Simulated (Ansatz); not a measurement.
## Pt(111) with 4 thermally displaced layers, 2x2: scattering by thermal displacements

How much do lattice vibrations at 300 K scatter the electrons of Pt? Layers with random displacements are laid between perfect leads, and the resistance is followed against their length. The measured value for the pure metal at this temperature is 10.8 µΩ cm (CRC Handbook of Chemistry and Physics, 84th ed., 2003, Electrical Resistivity of Pure Metals).

Calculated with Ansatz 0.2.0; Ansatz plane-wave DFT, PBE, PAW files; ballistic transport by layer matching (Landauer), zero bias; PAW set soft_1.

## 1. The starting structure

The cell holds 40 atoms: 40 Pt. Cell: a = 5.546 Å, b = 5.546 Å, c = 22.699 Å, α = 93.5°, β = 86.5°, γ = 120.0°. It derives from Pt. Regions: lead, 24 atoms (24 Pt); scattering region, 16 atoms (16 Pt). The structure is stacked along c, and the current runs across the ab planes.

## 2. With 4 displaced layers

Each atom of 4 layers is moved at random, by amounts drawn from a normal law 0.0629 Å wide in each direction from the Debye model (240 K) at 300 K. The layers about the cell's end stay perfect and serve as the lead. Disorder leaves little or no symmetry, which makes such runs dear. Energies from -0.05 to 0.05 eV in steps of 0.05 eV are too few for the program's thermal sum, so it prints no conductance; for a metal the transmission near the Fermi level serves, at a fraction of the cost.

The input, input.yaml:

```yaml
crystal:
  lattice:
    - [5.5462627489, 0.0, 0.0]
    - [-2.7731313745, 4.8032044366, 0.0]
    - [1.3865656872, -0.8005340728, 22.6425228571]
  atoms:
    - { symbol: Pt, position: [0.9916666667, 0.0083333333, 0.05] }
    - { symbol: Pt, position: [0.9916666667, 0.5083333333, 0.05] }
    - { symbol: Pt, position: [0.4916666667, 0.0083333333, 0.05] }
    - { symbol: Pt, position: [0.4916666667, 0.5083333333, 0.05] }
    - { symbol: Pt, position: [0.1416666667, 0.3583333333, 0.15] }
    - { symbol: Pt, position: [0.1416666667, 0.8583333333, 0.15] }
    - { symbol: Pt, position: [0.6416666667, 0.3583333333, 0.15] }
    - { symbol: Pt, position: [0.6416666667, 0.8583333333, 0.15] }
    - { symbol: Pt, position: [0.2916666667, 0.2083333333, 0.25] }
    - { symbol: Pt, position: [0.2916666667, 0.7083333333, 0.25] }
    - { symbol: Pt, position: [0.7916666667, 0.2083333333, 0.25] }
    - { symbol: Pt, position: [0.7916666667, 0.7083333333, 0.25] }
    - { symbol: Pt, position: [0.9480936754, 0.0723718662, 0.3520594409] }
    - { symbol: Pt, position: [0.9610282651, 0.5789671042, 0.3466520839] }
    - { symbol: Pt, position: [0.4259639916, 0.0409943671, 0.349700764] }
    - { symbol: Pt, position: [0.4526168018, 0.5582755241, 0.3513770923] }
    - { symbol: Pt, position: [0.0713860508, 0.4098388091, 0.4474813576] }
    - { symbol: Pt, position: [0.1171604088, 0.9203826716, 0.4526364074] }
    - { symbol: Pt, position: [0.5947178027, 0.4166609495, 0.4518270052] }
    - { symbol: Pt, position: [0.5845595785, 0.9017690043, 0.4496812683] }
    - { symbol: Pt, position: [0.2310433021, 0.2504215461, 0.5492130475] }
    - { symbol: Pt, position: [0.2391631777, 0.7676267597, 0.5455675609] }
    - { symbol: Pt, position: [0.747161633, 0.2498912193, 0.548483888] }
    - { symbol: Pt, position: [0.7255221433, 0.7563303991, 0.5493122273] }
    - { symbol: Pt, position: [0.8902999914, 0.1013889707, 0.6502603672] }
    - { symbol: Pt, position: [0.9152397949, 0.6134221093, 0.6484068242] }
    - { symbol: Pt, position: [0.4013544308, 0.1069220408, 0.6516492294] }
    - { symbol: Pt, position: [0.3969472455, 0.6023203827, 0.6446394617] }
    - { symbol: Pt, position: [0.0416666667, 0.4583333333, 0.75] }
    - { symbol: Pt, position: [0.0416666667, 0.9583333333, 0.75] }
    - { symbol: Pt, position: [0.5416666667, 0.4583333333, 0.75] }
    - { symbol: Pt, position: [0.5416666667, 0.9583333333, 0.75] }
    - { symbol: Pt, position: [0.1916666667, 0.3083333333, 0.85] }
    - { symbol: Pt, position: [0.1916666667, 0.8083333333, 0.85] }
    - { symbol: Pt, position: [0.6916666667, 0.3083333333, 0.85] }
    - { symbol: Pt, position: [0.6916666667, 0.8083333333, 0.85] }
    - { symbol: Pt, position: [0.8416666667, 0.1583333333, 0.95] }
    - { symbol: Pt, position: [0.8416666667, 0.6583333333, 0.95] }
    - { symbol: Pt, position: [0.3416666667, 0.1583333333, 0.95] }
    - { symbol: Pt, position: [0.3416666667, 0.6583333333, 0.95] }
kpoints:
  mp_grid: { grid: [5, 5, 1] }
hamiltonian:
  xc: pbe
  pseudopotentials: { kind: paw, azcp: { folder: soft_1 } }
scf:
  occupations: { method: fermi_dirac, width: 0.1 }
output:
  transmission:
    leads: [[0, 4]]
    kmesh: [10, 10]
    e_range: [-0.05, 0.05]
    de: 0.05
  write_potential: true
  write_density: true
  volumetric_format: npy
  elf: true
```

The run is started by

```bash
> ansatz run input.yaml --threads 4 --pin off --max-ram 15360MiB --backend cpu --events-out ev --progress --plain --runs-dir out
```

Numbers of over 12 decimals in the logs are rounded to 6 here.

The log of the run:

```text
Engine: ansatz 0.2.0, aarch64-unknown-linux-gnu
Pseudopotentials: kind: paw
Pseudopotential: Pt, paw, valence charge 18, recommended cutoff 420 eV (normal), soft_1/Pt.paw.azcp
Functional definition: PBE
  parameter kappa = 0.804
  parameter beta = 0.066725
  exchange = pbe_x(kappa = kappa, mu = beta*pi^2/3)
  correlation = pbe_c(beta = beta)
Crystal: 40 atoms, lattice volume = 603.193 Å³
Basis set: ecut = 420 eV, 11827 PW (Γ)
Bands: 432, of which v1, the nominal top of the filled ones, is band 360 counted from 1 (359 counted from 0)
Symmetry: 1 space group operations
Space group: P1 (ITA 1), of the structure as read, at distance tolerance 8.4e-5 Å
k-points: 13 of 25 (time reversal used)
Non-local potential: Pt, projectors of the file, l = 0: 3, l = 1: 2, l = 2: 2, l = 3: 1
PAW form: soft (Blöchl's): semilocal exchange-correlation on the pseudo side does not see the compensation charge
PAW one-centre angular grid: Pt, 590 points (default); XC on 64 Gauss nodes
Initial density: superposition of atomic densities (chi_scale 0.1, normalization cell)
Initial wavefunctions: pseudopotential atomic-orbital guess
Functional: x = pbe(κ = 0.804, μ = 0.219515), c = pbe(β = 0.066725)
SCF iter   1: F=—  HF=-501000.639743 eV  |F-HF|=—  |Δ(HF+E_count)|=         —  Δρ=8.57e-2  dr2=4.23e1  ethr=3.10e-3  ⟨swp⟩=4.5  Hψ=16888  notcnv=0  defer=216
preconditioner: auto → Kerker (q_TF=auto, 2.810 Å⁻¹)  [metal: Δε(μ)=0.002 eV  Ē_g=8.538 eV  σ=0.100 eV  W_gap=0.01  n_scr=246 (ndim 8)  ℏωp=30.2 eV  f_vac=0.000  D(μ)=68.87/eV (n_scr^D=920)]
SCF iter   2: F=—  HF=-500990.799412 eV  |F-HF|=—  |Δ(HF+E_count)|=    9.84e0  Δρ=4.54e-2  dr2=1.16e1  ethr=3.10e-3  ⟨swp⟩=2.8  Hψ=9298  notcnv=0  defer=486
SCF iter   3: F=—  HF=-500987.499391 eV  |F-HF|=—  |Δ(HF+E_count)|=    3.30e0  Δρ=6.53e-3  dr2=1.32e-1  ethr=1.61e-3  ⟨swp⟩=2.2  Hψ=8097  notcnv=0  defer=486
SCF iter   4: F=—  HF=-500987.515182 eV  |F-HF|=—  |Δ(HF+E_count)|=   1.58e-2  Δρ=1.09e-3  dr2=8.68e-3  ethr=1.83e-5  ⟨swp⟩=2.9  Hψ=9572  notcnv=0  defer=484
SCF iter   5: F=—  HF=-500987.515361 eV  |F-HF|=—  |Δ(HF+E_count)|=   1.79e-4  Δρ=3.64e-4  dr2=8.95e-4  ethr=1.21e-6  ⟨swp⟩=2.2  Hψ=7637  notcnv=0  defer=484
SCF iter   6: F=—  HF=-500987.515329 eV  |F-HF|=—  |Δ(HF+E_count)|=   3.23e-5  Δρ=5.48e-5  dr2=2.95e-5  ethr=1.24e-7  ⟨swp⟩=2.8  Hψ=9943  notcnv=0  defer=484
SCF iter   7: F=—  HF=-500987.514159 eV  |F-HF|=—  |Δ(HF+E_count)|=   1.17e-3  Δρ=1.22e-5  dr2=7.81e-6  ethr=4.10e-9  ⟨swp⟩=1.2  Hψ=5114  notcnv=0  defer=484
SCF iter   8: F=—  HF=-500987.514159 eV  |F-HF|=—  |Δ(HF+E_count)|=   8.52e-8  Δρ=3.87e-6  dr2=6.37e-7  ethr=1.08e-9  ⟨swp⟩=1.0  Hψ=5112  notcnv=0  defer=484
SCF iter   9: F=-500987.514158 eV  HF=-500987.514159 eV  |F-HF|=6.13e-8  |Δ(HF+E_count)|=   1.70e-8  Δρ=9.58e-7  dr2=6.35e-8  ethr=1.39e-11  ⟨swp⟩=8.2  Hψ=17128  notcnv=0
SCF 1 converged in 9 iterations: F = -500987.514158 eV  dr2 = 6.35e-8
  greatest PAW one-centre occupation: 1.000 electrons in one spin orbital (limit 2), on the Pt atom at site 17 (counted from 0), in its partial waves of l = 0
transmission: 220 of 2184 steps passed
transmission: 440 of 2184 steps passed
[...]
transmission: 2184 of 2184 steps passed
SCF converged after 9 iterations
Free energy (F): -500987.514158 eV
Harris-Foulkes:  -500987.514159 eV  (|F-HF|=6.13e-8)
Internal energy: -500985.284230 eV  (E = F + TS)
E sigma→0 (E₀):  -500986.399194 eV
Entropy (-TS):   -2.229928 eV (-55.748 meV/atom)
Fermi energy:    23.430858 eV
--- Per-component energies (eV) ---
  E_band       = -5137.553497
  E_kinetic    = 23902.572932
  E_local      = -57117.083179  (includes V_loc(G=0)·N_el)
  E_nonlocal   = 8155.818733
  E_hartree    = 21748.211663
  E_xc         = -9305.498332
  E_vxc        = -10872.557022  (∫ρ·V_xc dr)
  E_paw        = -379356.465480  (= ΣΔE_a)
  E_vpaw       = -12702.783487  (= ΣTr[D̂ρ^β])
  E_aug_tail   = 0.044716  (compensation charges beyond the density's cutoff)
  E_ewald      = -109012.885283
  E_smearing   = -2.229928  (= −TS)
  E_closure    = 0.000000  (closes the sum)
  Σ components = -500987.514158   (vs F -500987.514158, Δ=0.00e0)
--- Band table (eV; the first three rows and the last of 13) ---
  k-point 0: bands = [... 356 lower, 23.5888, 23.6062, 23.6252, 23.6541, 23.6640, 23.6702, 23.6878, 23.7225, ... 68 higher]
  k-point 1: bands = [... 356 lower, 23.3999, 23.4137, 23.4237, 23.4429, 23.4551, 23.4791, 23.4940, 23.6012, ... 68 higher]
  k-point 2: bands = [... 356 lower, 23.3305, 23.3504, 23.4043, 23.4642, 23.5167, 23.5288, 23.5349, 23.5496, ... 68 higher]
  k-point 12: bands = [... 356 lower, 23.2951, 23.3338, 23.4419, 23.4533, 23.4616, 23.4848, 23.5155, 23.5344, ... 68 higher]
--- Transmission ---
  basis      : 241 plane waves across, 42 finite elements along
  points     : 52, standing for a mesh of 10 x 10
  energies   : 3 from -0.050000 to 0.050000 eV about the Fermi level, 0.050000 eV apart; the leads are filled to 0.000000 eV, and channels, transmission and decay are at 0.000000 eV
  crystal 0  : Pt4, at the sites [0, 4], period 2.2643 Å, over 13.59 Å; its Hamiltonian steps by up to 10.0 meV
    offset         : up to 0.0000 Å between an atom of the period and one for which it stands
    channels       : 6.890000e0 a spin
    conductance    : none, the energies end too early or step too widely for 300 K: set another output.transmission.e_range or a lower de, or, where they end at an eighth of basis.ecutwfc, a higher one
  junction   : crystal 0 to crystal 0, 0.70 to 21.08 Å
    transmission   : 5.763369e0 a spin
    conductance    : none, the energies end too early or step too widely for 300 K: set another output.transmission.e_range or a lower de, or, where they end at an eighth of basis.ecutwfc, a higher one
```

It took 9.6 min on 4 threads of Arm Neoverse V1, shared host; peak memory 5.7 GiB; 37 min of CPU time.

This step gave:

```
free energy                                    : -500987.5142 eV
energy at zero smearing                        : -500986.3992 eV
Fermi energy                                   : 23.43 eV
cell area                                      : 26.64 Å²
transmission per spin nearest the Fermi level  : 5.763
open channels per spin nearest the Fermi level : 6.89
step of the lead's potential                   : 10 meV
```

Per spin. Table of transmission, zone mean by energy, zero at the Fermi level:

| energy (eV) | transmission, zone mean |
| --- | --- |
| -0.0500 | 5.95 |
| 0.0000 | 5.76 |
| 0.0500 | 5.47 |

Per spin. The open channels, zone mean, lead by energy, zero at the Fermi level:

| energy (eV) | open channels, zone mean, lead |
| --- | --- |
| -0.0500 | 7.16 |
| 0.0000 | 6.89 |
| 0.0500 | 6.21 |

Transmission over k1 and k2. At 0.0000 eV from the Fermi level.

Ten even steps from '0' (2.93) to '9' (8.23):
```
9854589101
2585584200
2558185421
9550660549
8888515888
9945066055
2124581855
2002485585
9101985458
8922989229
```
Columns: k1 (b1) from -0.5 to 0.4; rows upwards: k2 (b2) from -0.5 to 0.4.

Open channels over k1 and k2. At 0.0000 eV from the Fermi level.

Ten even steps from '_' (3.0) to '@' (10.0):
```
@@##======##@@..__..
====##++++##====____
====++%%..%%++====..
@@==++..%%%%..++==@@
@@####%%%%::%%%%####
@@@@==++..%%%%..++==
==..====++%%..%%++==
==____====##++++##==
@@..__..@@##======##
@@@@====@@@@@@====@@
```
Columns: k1 (b1) from -0.5 to 0.4; rows upwards: k2 (b2) from -0.5 to 0.4.

Valence density in the ca plane at fractional y = 0.041, with atoms of Pt within 0.2 Å of it. It is the smooth field of the valence electrons, not physical close to the nuclei.

Values in units of 1e0 e/Å³, 8 rows by 16 columns, each cell a mean:
```
0.3 0.2 0.3 0.4 6.8 4.3 0.3 0.2 0.2 0.3 0.9 6.1 1.3 0.8 0.6 0.3
0.8 0.4 1.0 0.4 2.0 1.4 0.6 0.6 0.3 0.4 0.8 5.7 1.3 0.4 0.3 0.3
0.9 0.4 1.4 0.4 0.4 0.3 1.6 2.1 0.5 0.6 0.3 0.7 0.5 3.2 1.7 0.3
0.3 0.2 0.4 0.4 3.2 1.5 0.8 1.0 0.3 0.5 0.3 0.9 0.5 4.7 2.8 0.3
0.3 0.2 0.3 0.5 7.7 4.1 0.3 0.3 0.2 0.3 0.8 6.2 1.5 0.8 0.6 0.3
0.8 0.4 1.0 0.4 2.5 1.5 0.8 1.2 0.3 0.4 0.6 5.0 1.3 0.4 0.3 0.3
0.9 0.4 1.4 0.4 0.4 0.4 1.9 3.2 0.5 0.6 0.2 0.5 0.4 3.2 1.7 0.3
0.3 0.2 0.4 0.4 3.2 1.8 0.6 1.1 0.4 0.5 0.3 0.8 0.5 4.7 2.8 0.3
```
Columns run along c (16.0 Å, from fractional 0.15 to 0.85 of the cell), rows up along a (5.5 Å). Atoms in or near the plane, at fractional coordinates: Pt at (0.35, 0.95), Pt at (0.35, 0.43).

ELF in the ca plane at fractional y = 0.041, with atoms of Pt within 0.2 Å of it. It is the smooth field of the valence electrons, not physical close to the nuclei.

Ten even steps from '0' (0.14) to '9' (0.59), each cell a mean:
```
22100122223799962222100122222489853235652122
22111122223799962222100012222599983222221112
43222343222478742223210122222499973222210012
54322456421234322356522223322368753223421112
54322466421222222478642223321134322357863222
33222344322233222478642223321122222389984222
22100122222588632245532223211133322379984222
22000122223799952222211123222378743347873222
22100122223899952222200022222489974223431122
33211232223799852223210122222489984222210012
54322355322366532356632223222379863222221112
54323466421233222488853223321235432345642122
44222355421233222488853223321112222378973222
22211233222366432257643223321122222489984222
22100122222699852223321222221245422368984222
```
Columns run along c (16.0 Å, from fractional 0.15 to 0.85 of the cell), rows up along a (5.5 Å). Atoms in or near the plane, at fractional coordinates: Pt at (0.35, 0.95), Pt at (0.35, 0.43).

Electrostatic potential energy in the ca plane at fractional y = 0.041, with atoms of Pt within 0.2 Å of it. With pseudopotentials it is smooth inside the atoms' cores, unlike the true potential.

Ten even steps from '0' (-43 eV) to '9' (26 eV), each cell a mean:
```
99999999998300048999999999999731158985579999
99999999998400059999999999999610037999999999
78999877999732479998999999999720038999999999
66899755799987899865789998999852368987789999
77899755799999999742479988899987889852368999
88999877899988999842479988899999999730027999
99999999999632589975789998999988899830027999
99999999997200169999999999999853369863258999
99999999997200059999999999999720038998789999
88999988998400169998999999999710027999999999
67899866899854689864689999999841148999999999
66899755799998999731269998999986689975579999
77899866899999999731268988899999999841148999
99999988999865799864579988899999999730027999
99999999998510269998899999999976789841037999
```
Columns run along c (16.0 Å, from fractional 0.15 to 0.85 of the cell; values clipped at the 3rd and 97th percentile), rows up along a (5.5 Å). Atoms in or near the plane, at fractional coordinates: Pt at (0.35, 0.95), Pt at (0.35, 0.43).

Over the solved energies the transmission per spin lies between 5.47 and 5.95, out of 6.75 channels of the lead on average (up to 7.16).

(Continued in part 2 of 2.)

[Logs are printed without paths, hosts, clocks, repeated set-up lines and the standing remarks that a program may print on its own settings, such as how far it seeks lower states.]

[Hosts, paths, dates, database ids (printed as entryN), source tags and the programs' standing remarks are cut or masked in the printed files.]
